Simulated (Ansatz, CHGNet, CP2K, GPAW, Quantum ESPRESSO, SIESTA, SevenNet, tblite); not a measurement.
# GPAW runs on random packing of 61Li2S-17P2S5-22LiCl (mol %) (62 atoms), part 2 of 2

Aim: run random packing of 61Li2S-17P2S5-22LiCl (mol %) (62 atoms) in GPAW and see how near its forces come to a plane-wave reference, and at what cost.

Program: GPAW 26.7.0; the method stands at each step. Banners, paths, timers and routine set-up lines are dropped from the logs unmarked, and long logs keep their key lines alone; longer cuts are marked.

So far. Step 3 (PBE, LCAO sz(dzp), h 0.2 Å): Against the first run (24 %), the force difference from the reference is 180 %, at 0.36 times the CPU time, with 170 basis functions against 598: the smaller basis costs accuracy. Step 4 (RPBE, LCAO dzp, h 0.2 Å): Against the first run (24 %), the force difference from the reference is 26 %, at 1.0 times the CPU time; the model has changed, so this is no error of the program alone.

**5. PBE, LCAO szp(dzp), h 0.2 Å**

Method: Kohn-Sham DFT, PBE, PAW, atomic orbitals (szp(dzp)).

run.py reads:

```python
import numpy as np
from ase.io import read
from gpaw import GPAW, FermiDirac

atoms = read("structure.xyz")
atoms.calc = GPAW(
    mode="lcao",
    basis="szp(dzp)",
    h=0.2,
    xc="PBE",
    kpts={"size": (1, 1, 1), "gamma": True},
    occupations=FermiDirac(0.05),
    maxiter=200,
    symmetry={"point_group": False},
    txt="gpaw.txt",
)
energy = atoms.get_potential_energy(force_consistent=True)
forces = atoms.get_forces()
print(f"energy {energy:.6f} eV")
print("forces (eV/A)")
for i, (a, f) in enumerate(zip(atoms, forces)):
    print(f"{i:4d} {a.symbol:2s} {f[0]:10.5f} {f[1]:10.5f} {f[2]:10.5f}")
print(f"Fermi level {atoms.calc.get_fermi_level():.4f} eV")
for k in range(len(atoms.calc.get_ibz_k_points())):
    for s in range(atoms.calc.get_number_of_spins()):
        e = atoms.calc.get_eigenvalues(kpt=k, spin=s)
        n = np.searchsorted(e, atoms.calc.get_fermi_level())
        print(f"k {k} spin {s} levels about the Fermi level:", np.round(e[max(n - 6, 0):n], 4).tolist(), "|", np.round(e[n:n + 6], 4).tolist())
```

structure.xyz reads:

```xyz
62
Lattice="10.73070 0.00000 0.00000 0.00000 10.73070 0.00000 0.00000 0.00000 10.73070" Properties=species:S:1:pos:R:3 pbc="T T T"
[... 62 atom lines left out: the same atoms as in the first run ...]
```

Launch:

```
$ OMP_NUM_THREADS=1 python run.py > output.txt
```

Output:

```text
energy -195.868515 eV
forces (eV/A)
   0 Li    0.17941    0.45590   -0.10984
   1 Li   -0.26069   -0.07201    0.12764
   2 Li    0.88210   -0.12647   -0.62115
   3 Li   -0.20957   -0.74801   -0.19301
   4 Li   -0.28661    0.61976   -0.14103
   5 Li   -0.36765    0.03257    0.49280
   6 Li    0.27838    0.57841    0.48391
   7 Li    0.00836   -0.13523   -0.10701
   8 Li   -0.25841   -0.60855   -0.37614
   9 Li   -0.08049   -0.38475    0.58701
  10 Li    0.28327   -0.12923    0.39258
  11 Li    0.16762   -0.77873   -0.58555
[...]
57 P     0.56611    0.56089    0.77274
  58 Cl   -0.10326   -0.21760    0.21447
  59 Cl    2.66801    0.21988   -0.96442
  60 Cl   -0.15900    0.48141   -0.62544
  61 Cl    0.78442   -0.65077    0.12178
Fermi level 2.7766 eV
k 0 spin 0 levels about the Fermi level: [2.436, 2.4554, 2.5484, 2.6425, 2.6775, 2.7016] | [2.7791, 2.7915, 2.8196, 2.9006, 2.9101, 2.965]
```

gpaw.txt:

```text
Input parameters:
  mode=LCAO(),
  basis={'default': 'szp(dzp)'},
  h=0.2,
  kpts=MonkhorstPack(size=(1, 1, 1), gamma=True),
  maxiter=200,
  occupations=Occupations(name='fermi-dirac', width=0.05, fixmagmom=False),
  symmetry=Symmetry(point_group=False),
  xc=XC(name='PBE')
[... lines left out ...]
  Fermi-Dirac:
[... lines left out ...]
convergence criteria:
- Maximum [total energy] change in last 3 cyles: 0.0005 eV / valence electron
[... lines left out ...]
Converged in 24 steps
[... lines left out ...]
  Free energy:    -195.868515
[... lines left out ...]
Fermi level: 2.777
[... lines left out ...]
|          0 |       -16.404 |     2.000 |
|        ... |               |           |
|        111 |         2.350 |     2.000 |
|        112 |         2.375 |     1.999 |
[...]
|        126 |         3.119 |     0.002 |
|        ... |               |           |
|        147 |         6.848 |     0.000 |
Gap: 0.078 eV
Transition (v -> c):
  (s=0, k=0, n=118, [0.00, 0.00, 0.00]) -> (s=0, k=0, n=119, [0.00, 0.00, 0.00])
No difference between direct/indirect transitions
Force computation time: 8.672  # s
timing:  # [seconds]
  Total:  116.590  # ━━━━━━━━━━━━━━━━━━━━━━━━━━━━━━━━━━━━━━━━━━━━━━━━━━━━━━━━
  Init:     5.219  # ━━╸
  SCF:    102.673  # ━━━━━━━━━━━━━━━━━━━━━━━━━━━━━━━━━━━━━━━━━━━━━━━━━╸
  Forces:   8.672  # ━━━━
```

The job ended after 2 min (1 thread of Arm Neoverse V2, shared host; peak memory 1 GiB).

Against the reference:

* r.m.s. force component: 0.7731 eV/Å
* r.m.s. difference of force components: 336.9 meV/Å
* longest difference of force vectors: 1586 meV/Å
* force difference over r.m.s. force: 54.73 %
* slope of forces against the reference's: 1.139
* correlation of force components: 0.9068

This is a coarse setting, run to see what it loses.

Against the first run (24 %), the force difference from the reference is 55 %, at 0.85 times the CPU time, with 428 basis functions against 598: the smaller basis costs accuracy.

**6. A run with a doubtful setting**

Edit run.py of step 5 so:

```diff
@@ -7,8 +7,8 @@
     mode="lcao",
-    basis="szp(dzp)",
+    basis="dzp",
     h=0.2,
-    xc="PBE",
+    xc="PBE96",
     kpts={"size": (1, 1, 1), "gamma": True},
     occupations=FermiDirac(0.05),
-    maxiter=200,
+    maxiter=60,
     symmetry={"point_group": False},
```

structure.xyz is that of step 5.

Output:

```text
ValueError: not enough values to unpack (expected 2, got 1)
NameError: Unknown functional: PBE96.
```

gpaw.txt:

```text
Input parameters:
  mode=LCAO(),
  basis={'default': 'dzp'},
  h=0.2,
  kpts=MonkhorstPack(size=(1, 1, 1), gamma=True),
  maxiter=60,
  occupations=Occupations(name='fermi-dirac', width=0.05, fixmagmom=False),
  symmetry=Symmetry(point_group=False),
  xc=XC(name='PBE96')
timing:  # [seconds]
  Total: 0.028  # ━━━━━━━━━━━━━━━━━━━━━━━━━━━━━━━━━━━━━━━━━━━━━━━━━━━━━━━━━━━
  Init:  0.008  # ━━━━━━━━━━━━━━━╸
```

It took 1.2 s on 1 thread; peak memory 0.11 GiB.

The program stopped at the start. The fault in the input: an unknown functional (functional PBE96).

**7. All runs compared**

Differences are against the plane-wave reference, forces as r.m.s. over components; share is that over the reference's r.m.s. force, slope the least-squares factor from reference forces to these. Total energies of different programs have different zeros and aren't compared.

| run | Δ force, r.m.s. (meV/Å) | share (%) | slope | cores | CPU time | memory (GiB) |
| --- | --- | --- | --- | --- | --- | --- |
| reference | - | - | - | 2 | 13 min | 2.5 |
| GPAW PBE, LCAO dzp, h 0.2 Å | 145 | 23.6 | 1.084 | 1 | 2.3 min | 1.0 |
| GPAW PBE, LCAO sz(dzp), h 0.2 Å (coarse) | 1107 | 180 | 1.324 | 1 | 49 s | 0.82 |
| GPAW RPBE, LCAO dzp, h 0.2 Å | 159 | 25.9 | 1.115 | 1 | 2.4 min | 1.0 |
| GPAW PBE, LCAO szp(dzp), h 0.2 Å (coarse) | 337 | 54.7 | 1.139 | 1 | 2 min | 1.0 |

Rows marked coarse were listed beforehand as settings not expected to be converged; some can still land near the reference.

CPU time is summed over cores on a shared host, where runs went side by side, so it is rough. Symmetry, cutoffs, thresholds, outputs and thread counts weren't matched or tuned between programs; memory under MPI is the largest rank's times the ranks.

A second geometry, displaced anew (every atom was moved at random, 0.08 Å r.m.s. a Cartesian component), gives an energy difference that all programs can be tested on. The reference puts it at 6.683 meV/atom.

| run | energy less the first geometry's (meV/atom) | error (meV/atom) | force share at the second geometry (%) |
| --- | --- | --- | --- |
| GPAW PBE, LCAO dzp, h 0.2 Å | 8.665 | 1.98 | 19.5 |
| GPAW PBE, LCAO sz(dzp), h 0.2 Å | 11.27 | 4.59 | 145 |
| GPAW RPBE, LCAO dzp, h 0.2 Å | 8.517 | 1.83 | 21.6 |
| GPAW PBE, LCAO szp(dzp), h 0.2 Å | 8.047 | 1.36 | 44.1 |

**8. Results**

* nearest in forces: GPAW PBE, LCAO dzp, h 0.2 Å, 24 %
* its CPU time: 2.3 min

**Reading.** The PBE run in local orbitals, coarse settings apart, differs by 24 % (GPAW PBE, LCAO dzp, h 0.2 Å); basis, grid and potentials can all enter. Rows with another functional or a dispersion term differ by 26 % (GPAW RPBE, LCAO dzp, h 0.2 Å), which mixes the change of model with differences of basis and potentials. Runs with settings chosen to be coarse differ by 55 % (GPAW PBE, LCAO szp(dzp), h 0.2 Å) to 180 % (GPAW PBE, LCAO sz(dzp), h 0.2 Å), their programs' other errors included. Of the electronic-structure runs that take under half the reference's CPU time, GPAW PBE, LCAO dzp, h 0.2 Å comes nearest, at 24 % in 2.3 min against 13 min. The energy difference between the two geometries, 6.68 meV/atom in the reference, is met best by GPAW PBE, LCAO szp(dzp), h 0.2 Å (coarse) (+1.36) and worst by GPAW PBE, LCAO sz(dzp), h 0.2 Å (coarse) (+4.59). The potentials hold different valence shells: 292 electrons in the reference, 240 in GPAW; this bears on time and differences. The electronic-structure runs sample only Γ, in a cell whose shortest periodic width is 11 Å, which is coarse for a cell with partly filled levels.

[Also dropped from logs without a mark: logging warnings of Python, and SIESTA's first energy breakdown and zero terms.]

[Logs are printed without paths, hosts, clocks, repeated set-up lines and the standing remarks that a program may print on its own settings, such as how far it seeks lower states.]

[Hosts, paths, dates, database ids (printed as entryN), source tags and the programs' standing remarks are cut or masked in the printed files.]
